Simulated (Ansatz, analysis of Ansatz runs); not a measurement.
## Zero-phonon line of the N3V centre in diamond (HSE06 on PBE structures)

Subject: N3V centre in diamond. Wanted: its zero-phonon line, in one set-up (HSE06 on PBE structures, 216-site cell, PBE lattice, 420 eV, k: the zone centre alone). The model is a cell of 216 host atoms with 1 site emptied, N put on another atom's site, N put on another atom's site and N put on another atom's site. The excitation energy is a difference of total energies with one electron moved up within one spin channel. Exact exchange opens the gap, stiffens bonds and lessens the self-interaction error, at many times the cost.

**The experiment.** Zero-phonon line, printed as 415 nm: 2.99 eV, by optical spectroscopy (quoted in “Electron paramagnetic resonance of the N2V− defect in 15N-doped synthetic diamond”, 2015, B. L. Green et al., quoting earlier work (1978)). The calculation is set beside it at the end.

Calculated with Ansatz 0.2.0; plane-wave PAW DFT, PBE; relaxation of all atoms of a defect supercell.

**1. The structure**

The cell holds 215 atoms: 212 C and 3 N. Its edges and angles: a = 10.715 Å, b = 10.715 Å, c = 10.715 Å, α = 90.0°, β = 90.0°, γ = 90.0°. It derives from C (space group Fd-3m). Nearest the centre at fractional (0.500, 0.500, 0.500): C111 at 1.55 Å, N108 at 1.55 Å, N109 at 1.55 Å, N110 at 1.55 Å, C200 at 2.53 Å, C138 at 2.53 Å, C185 at 2.53 Å, C128 at 2.53 Å.

The host's primitive cell comes from a first run (plane-wave PAW DFT, PBE; relaxation of the host's cell and atoms): vectors of 2.525, 2.525 and 2.525 Å. That is 5.69 Å³ an atom, 0.4 % over the diffraction cell's volume. The supercell is built on it.

**2. Relaxation, charge 0**

Every later number rests on the structure around the defect, so the atoms are relaxed at the host's lattice first.

The input, relax/input.yaml:

```yaml
relax:
  f_tol: 0.02
  max_steps: 80
  random_displacement: { amplitude: 0.02, seed: 314 }
crystal:
  lattice:
    - [10.71474525, 0.0, 0.0]
    - [0.0, 10.71474525, 0.0]
    - [0.0, 0.0, 10.71474525]
  atoms:
    - { symbol: C, position: [0.0, 0.0, 0.166666667] }
    - { symbol: C, position: [0.0, 0.166666667, 0.0] }
    - { symbol: C, position: [0.166666667, 0.0, 0.0] }
    - { symbol: C, position: [0.166666667, 0.166666667, 0.166666667] }
    - { symbol: C, position: [0.083333333, 0.083333333, 0.25] }
    - { symbol: C, position: [0.083333333, 0.25, 0.083333333] }
    - { symbol: C, position: [0.25, 0.083333333, 0.083333333] }
    - { symbol: C, position: [0.25, 0.25, 0.25] }
    - { symbol: C, position: [0.0, 0.0, 0.5] }
    - { symbol: C, position: [0.0, 0.166666667, 0.333333333] }
    - { symbol: C, position: [0.166666667, 0.0, 0.333333333] }
    - { symbol: C, position: [0.166666667, 0.166666667, 0.5] }
    - { symbol: C, position: [0.083333333, 0.083333333, 0.583333333] }
    - { symbol: C, position: [0.083333333, 0.25, 0.416666667] }
    - { symbol: C, position: [0.25, 0.083333333, 0.416666667] }
    - { symbol: C, position: [0.25, 0.25, 0.583333333] }
    - { symbol: C, position: [0.0, 0.0, 0.833333333] }
    - { symbol: C, position: [0.0, 0.166666667, 0.666666667] }
    - { symbol: C, position: [0.166666667, 0.0, 0.666666667] }
    - { symbol: C, position: [0.166666667, 0.166666667, 0.833333333] }
    - { symbol: C, position: [0.083333333, 0.083333333, 0.916666667] }
    - { symbol: C, position: [0.083333333, 0.25, 0.75] }
    - { symbol: C, position: [0.25, 0.083333333, 0.75] }
    - { symbol: C, position: [0.25, 0.25, 0.916666667] }
    - { symbol: C, position: [0.0, 0.333333333, 0.166666667] }
    - { symbol: C, position: [0.0, 0.5, 0.0] }
    - { symbol: C, position: [0.166666667, 0.333333333, 0.0] }
    - { symbol: C, position: [0.166666667, 0.5, 0.166666667] }
    - { symbol: C, position: [0.083333333, 0.416666667, 0.25] }
    - { symbol: C, position: [0.083333333, 0.583333333, 0.083333333] }
[... 77 lines left out ...]
    - { symbol: "N", position: [0.416666667, 0.416666667, 0.583333333] }
    - { symbol: "N", position: [0.416666667, 0.583333333, 0.416666667] }
    - { symbol: "N", position: [0.583333333, 0.416666667, 0.416666667] }
[... 97 lines left out ...]
    - { symbol: C, position: [0.666666667, 0.666666667, 0.833333333] }
    - { symbol: C, position: [0.666666667, 0.833333333, 0.666666667] }
    - { symbol: C, position: [0.833333333, 0.666666667, 0.666666667] }
    - { symbol: C, position: [0.833333333, 0.833333333, 0.833333333] }
    - { symbol: C, position: [0.75, 0.75, 0.916666667] }
    - { symbol: C, position: [0.75, 0.916666667, 0.75] }
    - { symbol: C, position: [0.916666667, 0.75, 0.75] }
    - { symbol: C, position: [0.916666667, 0.916666667, 0.916666667] }
basis:
  ecutwfc: 420
  xc_grid: 2
hamiltonian:
  xc: pbe
kpoints:
  mp_grid: { grid: [1, 1, 1] }
magnetization:
  spin_polarized: true
  initial_magnetization: 1
  spin_locking: { lock_magnetization: hard }
scf:
  occupations: { method: fermi_dirac, width: 0.01 }
  max_iter: 120
output:
  forces: true
checkpoint:
  write: "../relax.run"
  compress: false
  write_wavefunctions: true
  write_every: 100000
```

Run with:

```console
> ansatz run input.yaml --threads 32 --pin off --max-ram 84787MiB --backend cuda --events-out ev --progress --plain --runs-dir out --max-vram 78GiB
```

Numbers of over 12 decimals in the logs are rounded to 6 here.

The program printed:

```text
[... repeated set-up lines and file paths are left out, and long positions are rounded to six places ...]
Engine: ansatz 0.2.0, aarch64-unknown-linux-gnu
Pseudopotentials: kind: paw
Pseudopotential: C, paw, valence charge 4, recommended cutoff 420 eV (normal), C.paw.azcp
Pseudopotential: N, paw, valence charge 5, recommended cutoff 420 eV (normal), N.paw.azcp
Functional definition: PBE
  parameter kappa = 0.804
  parameter beta = 0.066725
  exchange = pbe_x(kappa = kappa, mu = beta*pi^2/3)
  correlation = pbe_c(beta = beta)
[...]
Crystal: 215 atoms, lattice volume = 1230.115 Å³
Basis set: ecut = 420 eV, 23871 PW (Γ), exchange–correlation on 144×144×144 points (8 copies of the dense FFT grid, shifted against one another)
Bands: 647, of which v1, the nominal top of the filled ones, is band 432 counted from 1 (431 counted from 0)
Symmetry: 1 space group operations
k-points: 1
Non-local potential: C, projectors of the file, l = 0: 2, l = 1: 2, l = 2: 1
Non-local potential: N, projectors of the file, l = 0: 2, l = 1: 2, l = 2: 1
PAW form: soft (Blöchl's): semilocal exchange-correlation on the pseudo side does not see the compensation charge
PAW one-centre angular grid: C, 110 points (default); XC on 64 Gauss nodes
PAW one-centre angular grid: N, 110 points (default); XC on 64 Gauss nodes
Initial density: superposition of atomic densities (chi_scale 0.1, normalization cell, long waves kept (reshape's long-wave potential 0.49 eV rms))
Starting moments: Σ|m| = 1 μB on 215 of 215 sites
Initial wavefunctions: pseudopotential atomic-orbital guess
[...]
Functional: x = pbe(κ = 0.804, μ = 0.219515), c = pbe(β = 0.066725)
SCF iter   1: F=—  HF=-54370.844637 eV  |Δ(HF+E_count)|=         —  Δρ=7.03e-2 (↑7.03e-2 ↓7.03e-2)  dr2=1.84e2  dr2_m=2.95e-1  M=1.000 μB ∫|m|=1.004 μB  Hψ=5242
preconditioner: auto → Resta (q_TF=auto, 2.572 Å⁻¹)  ε∞=4.3  [insulator: Δε(μ)=0.667 eV  Ē_g=17.002 eV  σ=0.010 eV  W_gap=1.00  n_scr=364 (ndim 8)  ℏωp=31.1 eV  f_vac=0.000  D(μ)=0.00/eV (n_scr^D=0)  ε∞_Penn≈4.3]
spin=Collinear: Resta preconditioning applied to the charge; magnetization (m = ρ↑ − ρ↓) channel mixes plain (no charge-response kernel on spin).
SCF iter   2: F=—  HF=-54343.663958 eV  |Δ(HF+E_count)|=    2.72e1  Δρ=5.13e-2 (↑5.13e-2 ↓5.12e-2)  dr2=9.67e1  dr2_m=1.93e-1  M=1.000 μB ∫|m|=1.016 μB  Hψ=2366
[...]
SCF iter   8: F=-54313.787616 eV  HF=-54313.787616 eV  |Δ(HF+E_count)|=   3.35e-5  Δρ=6.97e-6 (↑6.97e-6 ↓6.75e-6)  dr2=1.56e-6  dr2_m=1.56e-8  M=1.000 μB ∫|m|=1.125 μB  Hψ=3028
SCF 1 converged in 8 iterations: F = -54313.787616 eV  dr2 = 1.56e-6
  greatest PAW one-centre occupation: 0.790 electrons in one spin orbital (limit 2), on the N atom at site 108 (counted from 0), in its partial waves of l = 0
relax step   1: F+E_penalty+E_count = -54313.78761610 eV  Δ(F+E_penalty+E_count) = +0.000e0 eV  max|allowed force component| = 2.078e0 eV/Å  Δτ_max = 0.0000 Å  (8 SCF iters, dr2 threshold 1.00e-5 eV, accepted)
[... the SCF cycles and remarks between the steps are left out from here to the last step ...]
relax step   2: F+E_penalty+E_count = -54315.94624473 eV  Δ(F+E_penalty+E_count) = -2.159e0 eV  max|allowed force component| = 9.223e-1 eV/Å  Δτ_max = 0.1215 Å  (6 SCF iters, dr2 threshold 1.00e-4 eV, accepted)
relax step   3: F+E_penalty+E_count = -54316.51512902 eV  Δ(F+E_penalty+E_count) = -5.689e-1 eV  max|allowed force component| = 3.738e-1 eV/Å  Δτ_max = 0.0459 Å  (5 SCF iters, dr2 threshold 5.32e-5 eV, accepted)
relax step   4: F+E_penalty+E_count = -54316.53903147 eV  Δ(F+E_penalty+E_count) = -2.390e-2 eV  max|allowed force component| = 8.263e-2 eV/Å  Δτ_max = 0.0136 Å  (4 SCF iters, dr2 threshold 2.30e-5 eV, accepted)
relax step   5: F+E_penalty+E_count = -54316.53974572 eV  Δ(F+E_penalty+E_count) = -7.143e-4 eV  max|allowed force component| = 1.530e-2 eV/Å  Δτ_max = 0.0036 Å  (5 SCF iters, dr2 threshold 4.27e-7 eV, accepted)
[...]
iter 1 solved again at ethr=3.77e-12 eV; its pass at ethr=3.10e-3 eV (dr2=3.26e-8 eV) is discarded
SCF iter   1: F=—  HF=-54316.539746 eV  |Δ(HF+E_count)|=         —  Δρ=1.04e-6 (↑1.00e-6 ↓1.04e-6)  dr2=3.21e-8  dr2_m=4.55e-10  M=1.000 μB ∫|m|=1.146 μB  Hψ=4459
[...]
SCF iter   2: F=-54316.539746 eV  HF=-54316.539746 eV  |Δ(HF+E_count)|=   4.25e-9  Δρ=7.91e-7 (↑7.63e-7 ↓7.91e-7)  dr2=1.84e-8  dr2_m=2.75e-10  M=1.000 μB ∫|m|=1.146 μB  Hψ=2163
SCF 6 converged in 2 iterations: F = -54316.539746 eV  dr2 = 1.84e-8
relax step   6: F+E_penalty+E_count = -54316.53974573 eV  Δ(F+E_penalty+E_count) = -5.442e-9 eV  max|allowed force component| = 1.531e-2 eV/Å  Δτ_max = 0.0000 Å  (2 SCF iters, accepted)
[...]
NSCF: frozen V_eff on 1 k-points
the band table was solved once a step of the walk had ended and its energy, with any forces and stress, was formed, with the checks that follow a solve (6603 applications of the Hamiltonian). They found nothing against the state; [...]
SCF converged after 2 iterations
Magnetization: 1.0000 μB (432.0000 up, 431.0000 down)
Absolute magnetization: 1.1459 μB (∫|ρ↑−ρ↓|, with the PAW one-centre terms)
Spin contamination: 0.0033 ħ² per cell (⟨S²⟩ above its minimum at these occupations)
Per-site moments (μB) at R_I (Å): [(2.4238742261687573e-5, 0.637809), (2.424286739715967e-5, 0.637815), (2.4238366963466108e-5, 0.637811), [... 6 left out ...]
Free energy (F): -54316.539746 eV
Harris-Foulkes:  -54316.539746 eV  (|F-HF|=5.12e-9)
Internal energy: -54316.539746 eV  (E = F + TS)
E sigma→0 (E₀):  -54316.539746 eV
Fermi energy:    14.835672 (↑ 15.690954, ↓ 14.494473) eV
--- Per-component energies (eV) ---
  E_band       = 3615.254234
  E_kinetic    = 19927.029608
  E_local      = -13665.805081  (includes V_loc(G=0)·N_el)
  E_nonlocal   = 5779.440905
  E_hartree    = 3037.940910
  E_xc         = -10495.320603
  E_vxc        = -13034.027276  (∫ρ·V_xc dr)
  E_paw        = -21414.766286  (= ΣΔE_a)
  E_vpaw       = -1467.267581  (= ΣTr[D̂ρ^β])
  E_aug_tail   = 0.002225  (compensation charges beyond the density's cutoff)
  E_ewald      = -37485.061423
  E_smearing   = -0.000000  (= −TS)
  E_closure    = -0.000000  (closes the sum)
  Σ components = -54316.539746   (vs F -54316.539746, Δ=0.00e0)
--- Forces (eV/Å), atoms counted from 1 ---
  atom   1  C     -0.00014811    -0.00025019    -0.00017260
  atom   2  C     -0.00028299    -0.00062099    -0.00035582
  [... 4 atoms left out ...]
  [... 209 more lines of this table ...]
  max |Σ_I F_I| component: 4.73e-5 eV/Å
--- Band table (eV) ---
  k-point 0 ↑: bands = ["-8.3678", "-7.5434", "-7.4609", "-7.4608", "-7.2669", "-7.2668", "-7.2343", "-6.7016", "-6.7015", "-6.5258", [... rest cut ...]
  k-point 0 ↓: bands = ["-8.3620", "-7.5365", "-7.4564", "-7.4563", "-7.2654", "-7.2654", "-7.2198", "-6.6968", "-6.6967", "-6.5187", [... rest cut ...]
--- Relaxed structure (6 steps of the walk, 6 accepted, 0 SCFs on fresh bases) ---
  F+E_penalty+E_count = -54316.53974573 eV   max|allowed force component| = 1.531e-2 eV/Å
  atoms:
    - { symbol: C, position: [0.000108, -8.056117972321064e-5, 0.166596] }
    - { symbol: C, position: [0.000108, 0.166552, -3.603832986659953e-5] }
    [... 4 atoms left out ...]
  [... 209 more lines of this table ...]
```

It took 7.6 s on 1 × NVIDIA GB200 with 32 threads of Arm Neoverse V2, shared host; peak memory 1.9 GiB; 33 s of CPU time.

Relaxation path:

```tsv
step	energy less that of the first step (eV)	largest force component (eV/Å)
1	0.0000	2.0778
2	-2.1586	0.9223
3	-2.7275	0.3738
4	-2.7514	0.0826
5	-2.7521	0.0153
6	-2.7521	0.0153
```

The atoms that moved most (Å, from the sites as typed, ahead of the random displacement):

```tsv
atom	dx	dy	dz	length
C111	0.083	0.083	0.083	0.143
N108	-0.061	-0.062	0.079	0.117
N109	-0.061	0.079	-0.062	0.117
N110	0.079	-0.062	-0.061	0.117
C106	0.015	0.042	0.015	0.047
C107	0.042	0.015	0.015	0.047
C105	0.015	0.015	0.042	0.047
C86	0.022	0.026	0.022	0.040
```

The atoms nearest to the centre after the run:

```tsv
atom	distance (Å)
N109	1.662
N108	1.663
N110	1.665
C111	1.689
C106	2.504
C105	2.505
C107	2.506
C138	2.506
C200	2.507
C185	2.508
C128	2.519
C113	2.519
C130	2.520
C114	2.520
C177	2.521
C176	2.521
```

Numbers from this step:

* free energy: -54316.5397 eV
* total moment: 1 μB
* integral of the absolute spin density: 1.146 μB
* spin contamination: 0.003311

The relaxation ends 13 meV an atom lower than the displaced start, with a largest force component of 0.015 eV/Å.

**3. Ground state**

Both spins' levels are needed to pick the two between which the electron moves, so the ground state is solved with empty bands.

This step: plane-wave PAW DFT, HSE06; single point of a defect supercell on the structure relaxed with PBE.

The input, ground/input.yaml:

```yaml
crystal:
  lattice:
    - [10.71474525, 0.0, 0.0]
    - [0.0, 10.71474525, 0.0]
    - [0.0, 0.0, 10.71474525]
  atoms:
    - { symbol: C, position: [0.000108089, -8.0561e-05, 0.166595862] }
    - { symbol: C, position: [0.000108203, 0.166551762, -3.6038e-05] }
    - { symbol: C, position: [0.166739982, -8.1345e-05, -3.6306e-05] }
    - { symbol: C, position: [0.167115635, 0.166925007, 0.166969464] }
    - { symbol: C, position: [0.083652178, 0.083462388, 0.25003008] }
    - { symbol: C, position: [0.083652006, 0.249985672, 0.083506545] }
    - { symbol: C, position: [0.250175618, 0.083462094, 0.083505916] }
    - { symbol: C, position: [0.250849745, 0.250658191, 0.250703732] }
    - { symbol: C, position: [0.000100837, -8.8142e-05, 0.499876951] }
    - { symbol: C, position: [0.000515772, 0.166737285, 0.333254817] }
    - { symbol: C, position: [0.166927168, 0.000326109, 0.333252874] }
    - { symbol: C, position: [0.166703667, 0.166513008, 0.500177587] }
    - { symbol: C, position: [0.083310664, 0.083121118, 0.583280159] }
    - { symbol: C, position: [0.084024263, 0.250298855, 0.416896066] }
    - { symbol: C, position: [0.250488418, 0.083832642, 0.416896171] }
    - { symbol: C, position: [0.249487187, 0.249297965, 0.583686311] }
    - { symbol: C, position: [-9.553e-06, -0.000199672, 0.833212641] }
    - { symbol: C, position: [-0.000100118, 0.166506475, 0.666625651] }
    - { symbol: C, position: [0.166695157, -0.000289853, 0.666625747] }
    - { symbol: C, position: [0.166633618, 0.166444518, 0.833445213] }
    - { symbol: C, position: [0.083354136, 0.083164682, 0.916649123] }
    - { symbol: C, position: [0.08311542, 0.249706081, 0.750091673] }
    - { symbol: C, position: [0.249894287, 0.082925009, 0.750091641] }
    - { symbol: C, position: [0.249976919, 0.249786891, 0.917056317] }
    - { symbol: C, position: [0.000514992, 0.333208821, 0.166782088] }
    - { symbol: C, position: [9.9168e-05, 0.499831436, -4.3831e-05] }
    - { symbol: C, position: [0.166926816, 0.333208739, 0.000369567] }
    - { symbol: C, position: [0.166703487, 0.500132859, 0.166558761] }
    - { symbol: C, position: [0.084022988, 0.416851071, 0.250343319] }
    - { symbol: C, position: [0.083309602, 0.583234875, 0.083165672] }
[... 77 lines left out ...]
    - { symbol: "N", position: [0.41101285, 0.410808345, 0.590596243] }
    - { symbol: "N", position: [0.411011375, 0.590558227, 0.410859211] }
    - { symbol: "N", position: [0.590754208, 0.410824564, 0.410866205] }
[... 97 lines left out ...]
    - { symbol: C, position: [0.666633875, 0.666445985, 0.833249649] }
    - { symbol: C, position: [0.666633864, 0.833204977, 0.666490206] }
    - { symbol: C, position: [0.833393529, 0.666445038, 0.666489211] }
    - { symbol: C, position: [0.833313963, 0.833124088, 0.83316996] }
    - { symbol: C, position: [0.749986246, 0.749797552, 0.916647304] }
    - { symbol: C, position: [0.749987364, 0.91660095, 0.749842775] }
    - { symbol: C, position: [0.916790743, 0.749797243, 0.749842095] }
    - { symbol: C, position: [0.916666993, 0.916476867, 0.916523067] }
basis:
  ecutwfc: 420
  xc_grid: 2
hamiltonian:
  xc: hse06
kpoints:
  mp_grid: { grid: [1, 1, 1] }
magnetization:
  spin_polarized: true
  initial_magnetization: 1
  spin_locking: { lock_magnetization: hard }
scf:
  occupations: { method: fermi_dirac, width: 0.01 }
  max_iter: 120
  n_extra_bands: 20
  lower_state_search: "off"
output:
  forces: true
  eigenvalues: true
checkpoint:
  read: "../relax.run"
  write: "../ground.run"
  compress: false
  write_wavefunctions: true
  write_every: 100000
```

The program printed:

```text
[...]
Warning: the structure is left as typed, atoms and lattice, because the structure lies near a more symmetric one, of 6 operations (crystal.symmetry.tolerance = 1.0e-5, fractional), and moving it onto that would take the farthest atom 1.37 tolerances from [...]
Warning: the band count 452 (scf.n_extra_bands) hosts the net moment |M| = 1.0000 μB (N_el = 863) but caps the reachable moment at 2·n_bands − N_el = 41.0000 μB, below the 647 bands that the automatic rule leaves for it — a moment growing past the seed, or [...]
Warning: checkpoint.read: hamiltonian.xc differs: saved pbe, current hse06; the SCF iterates under this deck's functional from the saved state
[...]
exact exchange: scf.exx.singularity resolves to wigner_seitz, which cuts the screened interaction at the faces of the exchange supercell's Wigner-Seitz cell, so that each pair interacts once, at the shortest of its separations (the periodic images that this [...]
[...]
this state was not tested for a lower state beside it, because the functional holds exact exchange (a hybrid, or Hartree-Fock), whose exchange loop this test does not read (fock_operator); [...]
hybrid SCF converged: 2 outer / 14 inner (+2 warm-up), last move |dexx| = 3.68e-6 eV, tail = 7.86e-9 eV
Magnetization: 1.0000 μB (432.0000 up, 431.0000 down)
Absolute magnetization: 1.2043 μB (∫|ρ↑−ρ↓|, with the PAW one-centre terms)
[...]
Per-site moments (μB) at R_I (Å): [(6.716732987642431e-6, 0.637809), (6.715428622498391e-6, 0.637815), (6.715678470196986e-6, 0.637811), [... 6 left out ...]
Free energy (F): -54331.443372 eV
[...]
Internal energy: -54331.443372 eV  (E = F + TS)
E sigma→0 (E₀):  -54331.443372 eV
Fermi energy:    14.750449 (↑ 15.521024, ↓ 14.493929) eV
[...]
--- Forces (eV/Å), atoms counted from 1 ---
  atom   1  C      0.00058716     0.00047173     0.00045705
  atom   2  C      0.00044021    -0.00002065     0.00036465
  [... 4 atoms left out ...]
  [... 209 more lines of this table ...]
  max |Σ_I F_I| component: 6.41e-6 eV/Å
--- Band table (eV) ---
[...]
```

Run time: 13 s. Hardware: 1 × NVIDIA GB200 with 32 threads; peak memory 2.6 GiB.

Numbers from this step:

| Quantity | Value |
| --- | --- |
| free energy | -54331.4434 eV |
| total moment | 1 μB |
| integral of the absolute spin density | 1.204 μB |
| spin contamination | 0.005078 |

(Continued in part 2 of 3.)

[Logs are printed without paths, hosts, clocks, repeated set-up lines and the standing remarks that a program may print on its own settings, such as how far it seeks lower states.]

[Hosts, paths, dates, database ids (printed as entryN), source tags and the programs' standing remarks are cut or masked in the printed files.]

[For some hosts the program warned that the k-mesh of the response run may be too coarse for force constants and the static dielectric constant; such warnings are not shown here.]
